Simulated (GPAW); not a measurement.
# The basis that the transmission of C2 in line between two Au chains needs

Aim: T(E), conductance and thermopower of C2 in line between two Au chains, and what cheaper settings cost in accuracy.

Method: GPAW LCAO, PAW setups; Landauer transmission from Green's functions with principal layers (ASE), zero bias, in GPAW 26.7.0.

### 1. The structure

The cell holds 12 atoms: 10 Au and 2 C. Cell: a = 9.000 Å, b = 9.000 Å, c = 28.518 Å, α = 90.0°, β = 90.0°, γ = 90.0°. Regions: left lead, 5 atoms (5 Au); channel, 2 atoms (2 C); right lead, 5 atoms (5 Au). Vacuum lies along a and b. The structure is stacked along c, and the current runs across the ab planes.

### 2. GPAW, dzp

The script solves lead and junction separately, takes H and S in the orbital basis, and joins semi-infinite leads through their self-energies; the dzp basis is the working standard.

run.py reads:

```python
import json
import numpy as np
from ase import Atoms
from ase.transport.calculators import TransportCalculator
from gpaw import GPAW, FermiDirac
from gpaw.lcao.tools import get_lcao_hamiltonian
from scipy.linalg import eigh

# The junction with lead layers at both ends, along the third cell vector
device = Atoms(
    ['Au', 'Au', 'Au', 'Au', 'Au', 'C', 'C', 'Au', 'Au', 'Au', 'Au', 'Au'],
    positions=[
        [4.50000, 4.50000, 1.30000],
        [4.50000, 4.50000, 3.90000],
        [4.50000, 4.50000, 6.50000],
        [4.50000, 4.50000, 9.10000],
        [4.50000, 4.50000, 11.70000],
        [4.50000, 4.50000, 13.63910],
        [4.50000, 4.50000, 14.87910],
        [4.50000, 4.50000, 16.81820],
        [4.50000, 4.50000, 19.41820],
        [4.50000, 4.50000, 22.01820],
        [4.50000, 4.50000, 24.61820],
        [4.50000, 4.50000, 27.21820]],
    cell=[[9.0, 0.0, 0.0], [0.0, 9.0, 0.0], [0.0, 0.0, 28.5182]],
    pbc=True)

# One principal layer of the lead: the first 3 atoms of the device
lead = Atoms(
    ['Au', 'Au', 'Au'],
    positions=[
        [4.50000, 4.50000, 1.30000],
        [4.50000, 4.50000, 3.90000],
        [4.50000, 4.50000, 6.50000]],
    cell=[[9.0, 0.0, 0.0], [0.0, 9.0, 0.0], [0.0, 0.0, 7.8]],
    pbc=True)

settings = dict(mode='lcao', basis='dzp', xc='PBE', h=0.2,
                occupations=FermiDirac(0.1), maxiter=250,
                mixer=dict(beta=0.1, nmaxold=8, weight=100.0),
                convergence=dict(density=0.0001))
energies = np.arange(-2, 2 + 1e-9, 0.05)
eta = 0.0001
n1, n2 = 1, 1
# k and -k transmit alike, so half of the mesh across the current serves
mesh = [(i, j) for i in range(n1) for j in range(n2) if (i, j) <= (-i % n1, -j % n2)]
weights = np.array([1 if (i, j) == (-i % n1, -j % n2) else 2 for i, j in mesh]) / (n1 * n2)

# [... helper functions left out ...]
fermi_lead = ground_state(lead, (1, 1, 15), 'lead.txt')
fermi_device = ground_state(device, (1, 1, 3), 'device.txt')
# [... loop over the mesh left out, but for ...]
        # Shift the lead onto the potential of the device's first layer
        shift = ((H[:, 0, 0] - H0[:, 0, 0]) / S0[0, 0]).real.mean()
# [...]
kT = 8.617333e-5 * 300
bias = [0.1, 0.2, 0.5, 1.0, 1.5, 2.0]
# [... integrals and printing left out ...]
```

On the command line:

```sh
> OMP_NUM_THREADS=1 OPENBLAS_NUM_THREADS=1 python run.py
```

The program printed:

```text
basis functions: device 176, principal layer 45
Fermi level: lead -4.6464 eV, device -4.7645 eV; lead shifted by -0.0158 eV
largest coupling past the next layer 2.46e-07 eV, largest misfit of the first layer 0.114 eV
  E-E_F (eV)   T (one spin)  [channel counts left out]
    -2.000    4.6077e-01
    -1.950    4.5137e-01
    -1.900    4.4910e-01
    -1.850    4.5382e-01
    -1.800    4.6553e-01
    -1.750    4.8446e-01
    -1.700    5.1109e-01
    -1.650    5.4608e-01
    -1.600    5.9037e-01
    -1.550    6.4519e-01
    -1.500    7.1240e-01
    -1.450    7.9528e-01
    -1.400    9.0119e-01
    -1.350    1.0492e+00
    -1.300    1.2919e+00
    -1.250    1.6625e+00
[...]
1.650    6.5736e-02
     1.700    6.5251e-02
     1.750    6.4819e-02
     1.800    6.4435e-02
     1.850    6.4097e-02
     1.900    6.3802e-02
     1.950    6.3547e-02
     2.000    6.3330e-02
conductance at 300 K: 0.25377 G0 a cell; thermopower 27.79 uV/K
current from the zero-bias T(E) at 0.1 V: 2.005 uA
current from the zero-bias T(E) at 0.2 V: 4.3731 uA
current from the zero-bias T(E) at 0.5 V: 18.421 uA
current from the zero-bias T(E) at 1.0 V: 40.62 uA
current from the zero-bias T(E) at 1.5 V: 56.038 uA
current from the zero-bias T(E) at 2.0 V: 76.687 uA
```

The job ended after 34 s (1 thread of Arm Neoverse V2, shared host; peak memory 0.94 GiB).

This step gave:

- conductance: 0.2538 G₀
- largest coupling past the next principal layer: 2.46e-7 eV
- largest misfit of the first principal layer: 0.1143 eV
- shift that aligns the lead: -0.01581 eV
- basis functions of the junction: 176
- basis functions of a principal layer: 45
- transmission at the Fermi level (one spin): 0.2460

One spin. Transmission, zone mean against energy, zero at the Fermi level:

energy (eV), transmission, zone mean and a bar:
```
    -2.00       0.46 #######
    -1.90       0.45 #######
    -1.80       0.47 ########
    -1.70       0.51 ########
    -1.55       0.65 ###########
    -1.45       0.80 ##############
    -1.35       1.05 ##################
    -1.25       1.66 ##############################
    -1.15       1.23 ######################
    -1.05       1.23 ######################
    -0.90       1.05 ###################
    -0.80       0.80 ##############
    -0.70       0.68 ###########
    -0.60       0.66 ###########
    -0.50       0.75 #############
    -0.40       0.94 #################
    -0.25       1.33 ########################
    -0.20       1.38 #########################
    -0.15       1.17 #####################
    -0.05       0.27 ####
     0.00       0.25 ###
     0.05       0.22 ###
     0.15       0.18 ##
     0.25       0.15 ##
     0.40       0.12 #
     0.50       0.11 #
     0.60       0.10 #
     0.70       0.09 #
     0.80       0.09 
     0.90       0.08 
     1.05       0.08 
     1.15       0.07 
     1.25       0.07 
     1.35       0.07 
     1.45       0.07 
     1.55       0.07 
     1.70       0.07 
     1.80       0.06 
     1.90       0.06 
     2.00       0.06
```

Not self-consistent under bias; the bias window is split evenly. Table of current through one cell, from the zero-bias transmission by bias:

```csv
bias (V),"current through one cell, from the zero-bias transmission (μA)"
0.100,2.00
0.200,4.37
0.500,18.4
1.000,40.6
1.500,56.0
2.000,76.7
```

Transmission of the three most open eigenchannels against energy, zero at the Fermi level:

```csv
energy (eV),channel 1,channel 2,channel 3
-2.00,0.168,0.168,0.125
-1.90,0.157,0.157,0.135
-1.80,0.159,0.159,0.148
-1.70,0.172,0.172,0.166
-1.55,0.216,0.216,0.213
-1.45,0.278,0.259,0.259
-1.35,0.439,0.305,0.305
-1.25,0.978,0.342,0.342
-1.15,0.513,0.358,0.358
-1.05,0.539,0.348,0.348
-0.90,0.447,0.303,0.303
-0.80,0.271,0.271,0.261
-0.70,0.250,0.250,0.175
-0.60,0.245,0.245,0.170
-0.50,0.264,0.264,0.222
-0.40,0.315,0.315,0.315
-0.25,0.473,0.473,0.380
-0.15,0.416,0.416,0.336
-0.05,0.275,2.3e-8,2.3e-8
0.00,0.246,3.3e-10,3.3e-10
0.05,0.221,2.4e-11,2.4e-11
0.15,0.181,0,0
0.25,0.153,0,0
0.40,0.124,0,0
0.50,0.112,0,0
0.60,0.102,0,0
0.70,0.0943,0,0
0.80,0.0894,0,0
0.90,0.0832,0,0
1.05,0.0775,0,0
1.15,0.0745,0,0
1.25,0.0721,0,0
1.35,0.0700,0,0
1.45,0.0683,0,0
1.55,0.0669,0,0
1.70,0.0653,0,0
1.80,0.0644,0,0
1.90,0.0638,0,0
2.00,0.0633,0,0
```

Couplings past the next layer reach 2.5e-7 eV, small enough to drop; the matrix elements of the cell's first layer differ from the bulk lead's by up to 0.11 eV. That layer keeps its own values in the calculation, and only beyond it is the lead taken as perfect. The Fermi levels of lead and junction count from different zeros of potential, one for each periodic cell; with both set to zero, the small remaining shift is what aligns them. Without spin-orbit coupling, which is large for these atoms, channel counts and T are those of the scalar-relativistic bands. By hand: G = 0.2538 × 77.48 μS = 19.7 μS, a resistance of 50.9 kΩ; at 0.1 V a linear junction would pass 1.97 μA, and the integral over the bias window gives 2.00 μA.

### 3. Single-zeta polarised basis

The second zeta is dropped, the polarisation orbitals stay.

run.py, as its differences from that of step 2:

```diff
@@ -37,3 +37,3 @@
 
-settings = dict(mode='lcao', basis='dzp', xc='PBE', h=0.2,
+settings = dict(mode='lcao', basis='szp(dzp)', xc='PBE', h=0.2,
                 occupations=FermiDirac(0.1), maxiter=250,
```

The program printed:

```text
basis functions: device 108, principal layer 27
Fermi level: lead -4.4852 eV, device -4.7817 eV; lead shifted by -0.0156 eV
largest coupling past the next layer 2.47e-07 eV, largest misfit of the first layer 0.118 eV
  E-E_F (eV)   T (one spin)  [channel counts left out]
    -2.000    3.6022e-01
    -1.950    3.5984e-01
    -1.900    3.6424e-01
    -1.850    3.7367e-01
    -1.800    3.8854e-01
    -1.750    4.0947e-01
    -1.700    4.3737e-01
    -1.650    4.7349e-01
    -1.600    5.1956e-01
    -1.550    5.7789e-01
    -1.500    6.5168e-01
    -1.450    7.4574e-01
    -1.400    8.6822e-01
    -1.350    1.0354e+00
    -1.300    1.2826e+00
    -1.250    1.6283e+00
[...]
1.650    6.4872e-02
     1.700    6.4440e-02
     1.750    6.4059e-02
     1.800    6.3725e-02
     1.850    6.3436e-02
     1.900    6.3188e-02
     1.950    6.2979e-02
     2.000    6.2808e-02
conductance at 300 K: 0.29639 G0 a cell; thermopower 67.41 uV/K
current from the zero-bias T(E) at 0.1 V: 2.4919 uA
current from the zero-bias T(E) at 0.2 V: 6.2916 uA
current from the zero-bias T(E) at 0.5 V: 28.341 uA
current from the zero-bias T(E) at 1.0 V: 59.811 uA
current from the zero-bias T(E) at 1.5 V: 80.588 uA
current from the zero-bias T(E) at 2.0 V: 106.25 uA
```

Wall time 28 s (1 thread); peak memory 0.93 GiB.

This step gave:

```
conductance                                    : 0.2964 G₀
largest coupling past the next principal layer : 2.47e-7 eV
largest misfit of the first principal layer    : 0.1177 eV
shift that aligns the lead                     : -0.01559 eV
basis functions of the junction                : 108
basis functions of a principal layer           : 27
transmission at the Fermi level (one spin)     : 0.2511
```

One spin. Transmission, zone mean against energy, zero at the Fermi level:

```csv
energy (eV),"transmission, zone mean"
-2.00,0.360
-1.85,0.374
-1.70,0.437
-1.60,0.520
-1.45,0.746
-1.30,1.28
-1.25,1.63
-1.15,1.75
-1.05,1.64
-0.90,1.30
-0.75,0.956
-0.60,0.943
-0.50,1.09
-0.35,1.58
-0.20,2.07
-0.05,0.284
0.00,0.251
0.05,0.223
0.20,0.164
0.35,0.130
0.50,0.109
0.60,0.0991
0.75,0.0886
0.90,0.0812
1.05,0.0758
1.15,0.0730
1.30,0.0697
1.45,0.0672
1.60,0.0654
1.70,0.0644
1.85,0.0634
2.00,0.0628
```

Not self-consistent under bias; the bias window is split evenly. Table of current through one cell, from the zero-bias transmission by bias:

```csv
bias (V),"current through one cell, from the zero-bias transmission (μA)"
0.100,2.49
0.200,6.29
0.500,28.3
1.000,59.8
1.500,80.6
2.000,106
```

The transmission of the three most open eigenchannels by energy, zero at the Fermi level:

```csv
energy (eV),channel 1,channel 2,channel 3
-2.000,0.146,0.107,0.107
-1.800,0.176,0.106,0.106
-1.600,0.234,0.143,0.143
-1.400,0.400,0.234,0.234
-1.200,0.722,0.361,0.361
-1.000,0.737,0.421,0.421
-0.800,0.401,0.401,0.224
-0.600,0.408,0.408,0.128
-0.400,0.558,0.558,0.267
-0.200,0.840,0.840,0.387
0.000,0.251,8.1e-10,8.1e-10
0.200,0.164,0,0
0.400,0.121,0,0
0.600,0.0991,0,0
0.800,0.0858,0,0
1.000,0.0774,0,0
1.200,0.0718,0,0
1.400,0.0679,0,0
1.600,0.0654,0,0
1.800,0.0637,0,0
2.000,0.0628,0,0
```

The conductance, 0.296 G₀, lies 17 % above that of the dzp run.

### 4. GPAW, sz: basis = "sz(dzp)"

The minimal basis is the cheapest rung: no second zeta and no polarisation.

run.py, as its differences from that of step 3:

```diff
@@ -37,3 +37,3 @@
 
-settings = dict(mode='lcao', basis='szp(dzp)', xc='PBE', h=0.2,
+settings = dict(mode='lcao', basis='sz(dzp)', xc='PBE', h=0.2,
                 occupations=FermiDirac(0.1), maxiter=250,
```

The program printed:

```text
basis functions: device 68, principal layer 18
Fermi level: lead -4.4268 eV, device -4.7806 eV; lead shifted by -0.0127 eV
largest coupling past the next layer 2.47e-07 eV, largest misfit of the first layer 0.110 eV
  E-E_F (eV)   T (one spin)  [channel counts left out]
    -2.000    4.6184e-01
    -1.950    4.5547e-01
    -1.900    4.5431e-01
[...]
1.950    5.5479e-02
     2.000    5.5360e-02
conductance at 300 K: 0.30944 G0 a cell; thermopower 77.66 uV/K
current from the zero-bias T(E) at 0.1 V: 2.6311 uA
current from the zero-bias T(E) at 0.2 V: 6.8056 uA
current from the zero-bias T(E) at 0.5 V: 31.583 uA
current from the zero-bias T(E) at 1.0 V: 69.716 uA
current from the zero-bias T(E) at 1.5 V: 97.631 uA
current from the zero-bias T(E) at 2.0 V: 132.24 uA
```

The job ended after 24 s (1 thread; peak memory 0.9 GiB).

Numbers from this step:

| Quantity | Value |
| --- | --- |
| conductance | 0.3094 G₀ |
| largest misfit of the first principal layer | 0.1101 eV |
| shift that aligns the lead | -0.01269 eV |
| basis functions of the junction | 68 |
| basis functions of a principal layer | 18 |
| transmission at the Fermi level (one spin) | 0.2545 |

The conductance, 0.309 G₀, lies 22 % above that of the dzp run.

### 5. LDA in the dzp basis: xc = "LDA"

Back in the dzp basis, the functional changes from PBE to LDA, to set the spread between functionals beside that between bases.

run.py, as its differences from that of step 4:

```diff
@@ -37,3 +37,3 @@
 
-settings = dict(mode='lcao', basis='sz(dzp)', xc='PBE', h=0.2,
+settings = dict(mode='lcao', basis='dzp', xc='LDA', h=0.2,
                 occupations=FermiDirac(0.1), maxiter=250,
```

The program printed:

```text
basis functions: device 176, principal layer 45
Fermi level: lead -5.0101 eV, device -5.1074 eV; lead shifted by -0.0238 eV
largest coupling past the next layer 2.28e-07 eV, largest misfit of the first layer 0.119 eV
  E-E_F (eV)   T (one spin)  [channel counts left out]
    -2.000    4.4438e-01
    -1.950    4.3515e-01
    -1.900    4.3270e-01
[...]
1.950    5.5851e-02
     2.000    5.5658e-02
conductance at 300 K: 0.23099 G0 a cell; thermopower 33.77 uV/K
current from the zero-bias T(E) at 0.1 V: 1.8374 uA
current from the zero-bias T(E) at 0.2 V: 4.1209 uA
current from the zero-bias T(E) at 0.5 V: 19.117 uA
current from the zero-bias T(E) at 1.0 V: 41.851 uA
current from the zero-bias T(E) at 1.5 V: 57.208 uA
current from the zero-bias T(E) at 2.0 V: 77.667 uA
```

The job ended after 24 s (1 thread; peak memory 0.94 GiB).

This step gave:

| Property | Result |
| --- | --- |
| conductance | 0.2310 G₀ |
| largest coupling past the next principal layer | 2.28e-7 eV |
| largest misfit of the first principal layer | 0.1194 eV |
| shift that aligns the lead | -0.02383 eV |
| basis functions of the junction | 176 |
| basis functions of a principal layer | 45 |
| transmission at the Fermi level (one spin) | 0.2214 |

One spin. The transmission, zone mean by energy, zero at the Fermi level:

energy (eV), transmission, zone mean and a bar:
```
    -2.00       0.44 #######
    -1.90       0.43 #######
    -1.80       0.45 #######
    -1.70       0.49 ########
    -1.55       0.62 ##########
    -1.45       0.76 #############
    -1.35       1.00 #################
    -1.25       1.69 ##############################
    -1.15       1.24 ######################
    -1.05       1.27 ######################
    -0.90       1.05 ##################
    -0.80       0.80 ##############
    -0.70       0.68 ############
    -0.60       0.67 ###########
    -0.50       0.76 #############
    -0.40       0.97 #################
    -0.25       1.42 #########################
    -0.20       1.52 ###########################
    -0.15       1.40 #########################
    -0.05       0.25 ####
     0.00       0.22 ###
     0.05       0.20 ###
     0.15       0.16 ##
     0.25       0.13 #
     0.40       0.11 #
     0.50       0.10 #
     0.60       0.09 #
     0.70       0.08 
     0.80       0.08 
     0.90       0.07 
     1.05       0.07 
     1.15       0.07 
     1.25       0.06 
     1.35       0.06 
     1.45       0.06 
     1.55       0.06 
     1.70       0.06 
     1.80       0.06 
     1.90       0.06 
     2.00       0.06
```

The conductance, 0.231 G₀, lies 9.0 % below that of the dzp run.

### 6. The ladder

Times are for 1 thread of Arm Neoverse V2, shared host. The series side by side:

```csv
no.,run,conductance (G₀),time,memory (GiB)
1,dzp,0.2538,34 s,0.94
2,szp,0.2964,28 s,0.93
3,sz,0.3094,24 s,0.9
4,dzp LDA,0.2310,24 s,0.94
```

### 7. Comparison

The curves are compared point by point over the common energies.

This step: comparison of transmission and cost over codes and levels (GPAW 26.7.0).

Ladder, by row:

```csv
step,code,T at the Fermi level (sum over the listed spins),conductance (G0),r.m.s. T(E) from the first,wall time (s),peak memory (GiB),threads
dzp,GPAW,0.246,0.2538,0,34.02,0.94,1
szp,GPAW,0.2511,0.2964,0.2445,28.04,0.93,1
sz,GPAW,0.2545,0.3094,0.4287,23.52,0.9,1
dzp-LDA,GPAW,0.2213,0.231,0.04854,24,0.94,1
```

The transmission, zone mean, sum over the listed spins by energy, zero at the Fermi level:

```csv
energy (eV),dzp,szp,sz,dzp-LDA
-2.00,0.461,0.360,0.462,0.444
-1.85,0.454,0.374,0.459,0.437
-1.70,0.511,0.437,0.512,0.490
-1.50,0.712,0.652,0.707,0.678
-1.35,1.05,1.04,0.999,0.998
-1.25,1.66,1.63,1.39,1.69
-1.20,1.09,1.45,1.86,0.815
-1.05,1.23,1.64,2.04,1.27
-0.90,1.05,1.30,1.79,1.05
-0.70,0.675,0.923,1.32,0.684
-0.55,0.691,0.998,1.36,0.703
-0.40,0.945,1.38,1.75,0.974
-0.25,1.33,1.98,2.33,1.42
-0.20,1.38,2.07,2.33,1.52
-0.10,0.305,1.06,1.27,0.284
0.00,0.246,0.251,0.254,0.221
0.10,0.199,0.200,0.192,0.176
0.25,0.153,0.150,0.138,0.133
0.40,0.124,0.121,0.109,0.108
0.55,0.106,0.104,0.0922,0.0921
0.70,0.0943,0.0917,0.0812,0.0821
0.90,0.0832,0.0812,0.0716,0.0724
1.05,0.0775,0.0758,0.0668,0.0676
1.20,0.0732,0.0718,0.0632,0.0640
1.35,0.0700,0.0687,0.0605,0.0613
1.50,0.0675,0.0665,0.0585,0.0593
1.70,0.0653,0.0644,0.0567,0.0573
1.85,0.0641,0.0634,0.0558,0.0563
2.00,0.0633,0.0628,0.0554,0.0557
```

[end of part 1 of 2]

[Logs are printed without paths, hosts, clocks, repeated set-up lines and the standing remarks that a program may print on its own settings, such as how far it seeks lower states.]

[Hosts, paths, dates, database ids (printed as entryN), source tags and the programs' standing remarks are cut or masked in the printed files.]
